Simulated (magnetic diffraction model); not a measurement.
# Tm₂Ga₉CoNi₂ below its ordering temperature

Space group Cmcm (no. 63), a = 12.4520 Å, b = 7.2940 Å, c = 9.2830 Å.

```
site  atom       x       y       z
  8g    Tm  0.6655  0.1653     3/4
 16h    Ga  0.3343  0.8291  0.5775
  8f    Ga     1/2  0.6679  0.4459
  4c    Ga     1/2  0.8823     3/4
  8g    Ga  0.8962  0.0573     3/4
  8e    Ni  0.1710       0     1/2
  4b    Co     1/2       0       0
```

This is a made-up structure (elements placed in a structure type, unrelaxed), so the numbers test the method and describe no known phase.

Only Tm and Co are taken to order (form factors of Tm3+ and Co2+); orders and moment sizes are assumed, and not adapted to the symmetry. Radiation: neutrons of λ = 2.41 Å, 3° to 60°; isotropic B of 0.36 Å² (Tm), 0.64 Å² (Ga), 0.64 Å² (Ni) and 0.74 Å² (Co). Simulated constant-wavelength pattern: nuclear and magnetic terms add, the magnetic one as |2.695 fm × Σ f S⊥ exp(2πi Q·r) exp(−B s²)|², summed over all Q at one angle with the factor 1/(sin²θ cos θ). For a modulated order the moment at position r is S exp(−2πi k·r) + c.c., with S = m/2 for a sine wave of amplitude m and S = m(u + iv)/2 for moments turning in a plane, u and v being orthogonal unit vectors in it; the phase factor of the sum at Q = H + k is then exp(2πi H·r). Free-ion form factors, Sears's scattering lengths of 1992, no absorption; a label names one of the reflections at its angle. The strongest nuclear line in the range is 100, and lines under 0.2 are left out.

Above the ordering temperature:

```
2θ (°)    index      I
 22.08  (1 1 0)   80.8
 22.32  (2 0 0)    8.2
 26.75  (1 1 1)   27.6
 30.09  (0 0 2)   55.8
 37.64  (1 1 2)   34.4
 37.79  (2 0 2)   31.1
 38.59  (0 2 0)    3.1
 39.03  (3 1 0)    8.6
 42.00  (3 1 1)    0.5
 45.03  (2 2 0)    0.6
 45.55  (4 0 0)   43.5
 47.70  (2 2 1)   38.3
 49.70  (0 2 2)    2.7
 50.05  (3 1 2)   16.1
 55.11  (2 2 2)  100.0
 55.56  (4 0 2)   15.9
```

Below it (cell unchanged):

```
2θ (°)       I
  6.31  2305.8
 16.86    69.6
 22.08    80.8
 22.32     8.2
 22.59   157.2
 23.22    39.2
 26.75    27.6
 27.84    24.6
 30.09    55.8
 30.78   239.2
 31.73    66.7
 31.96    10.2
 34.69    10.0
 35.45   102.9
 36.18    17.9
 37.64    34.4
 37.79    31.1
 38.35   108.5
 38.59     3.1
 39.03     8.6
 39.33   156.4
 39.34    10.4
 41.46     6.3
 42.00     0.5
 42.29    32.4
 42.74    12.9
 44.47    35.4
 45.03     0.6
 45.35     5.1
 45.52   111.7
 45.55    43.5
 46.03    12.2
 47.70    38.3
 47.75    62.8
 48.00    51.0
 49.18    41.1
```
(The table stops after 36 lines; 17 more lie at higher angle.)

**Question.** Find the propagation vector, then choose among these models:
A. a sine wave with moments along [100] (amplitudes given), 6.8 μB on Tm and 1.52 μB on Co; signs + at (0.6655, 0.1653, 3/4), + at (0.3345, 0.8347, 1/4), + at (0.6655, 0.8347, 1/4), + at (0.3345, 0.1653, 3/4), + at (1/2, 0, 0), + at (1/2, 0, 1/2)
B. moments turning in the plane of [010] and [100], 6.8 μB on Tm and 1.52 μB on Co; signs + at (0.6655, 0.1653, 3/4), + at (0.3345, 0.8347, 1/4), + at (0.6655, 0.8347, 1/4), + at (0.3345, 0.1653, 3/4), + at (1/2, 0, 0), + at (1/2, 0, 1/2)
C. a sine wave with moments along [010] (amplitudes given), 6.8 μB on Tm and 1.52 μB on Co; signs + at (0.6655, 0.1653, 3/4), + at (0.3345, 0.8347, 1/4), + at (0.6655, 0.8347, 1/4), + at (0.3345, 0.1653, 3/4), + at (1/2, 0, 0), + at (1/2, 0, 1/2)
D. moments turning in the plane of [001] and [100], 6.8 μB on Tm and 1.52 μB on Co; signs + at (0.6655, 0.1653, 3/4), + at (0.3345, 0.8347, 1/4), + at (0.6655, 0.8347, 1/4), + at (0.3345, 0.1653, 3/4), + at (1/2, 0, 0), + at (1/2, 0, 1/2)

The new lines index as (0 1/3 0) at 6.31°, (1 2/3 0) at 16.86°, (1 2/3 1) at 22.59° and (2 1/3 0) at 23.22°, that is as H ± k with k = (0 1/3 0). Satellites come in pairs about each point of the reciprocal lattice.

Magnetic intensity, observed (below minus above) and for each model:

| 2θ (°) | index | observed | A | B | C | D |
| --- | --- | --- | --- | --- | --- | --- |
| 6.31 | (0 1/3 0) | 2305.8 | 2305.8 | 2305.8 | <0.2 | 4611.6 |
| 16.86 | (1 2/3 0) | 69.6 | 39.3 | 69.6 | 30.3 | 108.8 |
| 22.59 | (1 2/3 1) | 157.2 | 82.5 | 157.2 | 74.7 | 143.8 |
| 30.78 | (0 1/3 2) | 239.2 | 122.2 | 239.2 | 117.0 | 127.5 |
| 35.45 | (0 5/3 1) | 102.9 | 87.0 | 102.9 | 15.8 | 158.2 |
| 39.33 | (3 2/3 1) | 156.4 | 34.8 | 156.4 | 121.5 | 150.7 |
| 45.52 | (3 4/3 1) | 111.7 | 43.9 | 111.7 | 67.9 | 133.0 |
| 48.00 | (0 7/3 1) | 51.0 | 46.3 | 51.0 | 4.7 | 87.9 |

Model B matches.

The structure used: k = (0 1/3 0), moments turning in the plane of [010] and [100], 6.8 μB on Tm and 1.52 μB on Co; signs + at (0.6655, 0.1653, 3/4), + at (0.3345, 0.8347, 1/4), + at (0.6655, 0.8347, 1/4), + at (0.3345, 0.1653, 3/4), + at (1/2, 0, 0), + at (1/2, 0, 1/2).

[Logs are printed without paths, hosts, clocks, repeated set-up lines and the standing remarks that a program may print on its own settings, such as how far it seeks lower states.]
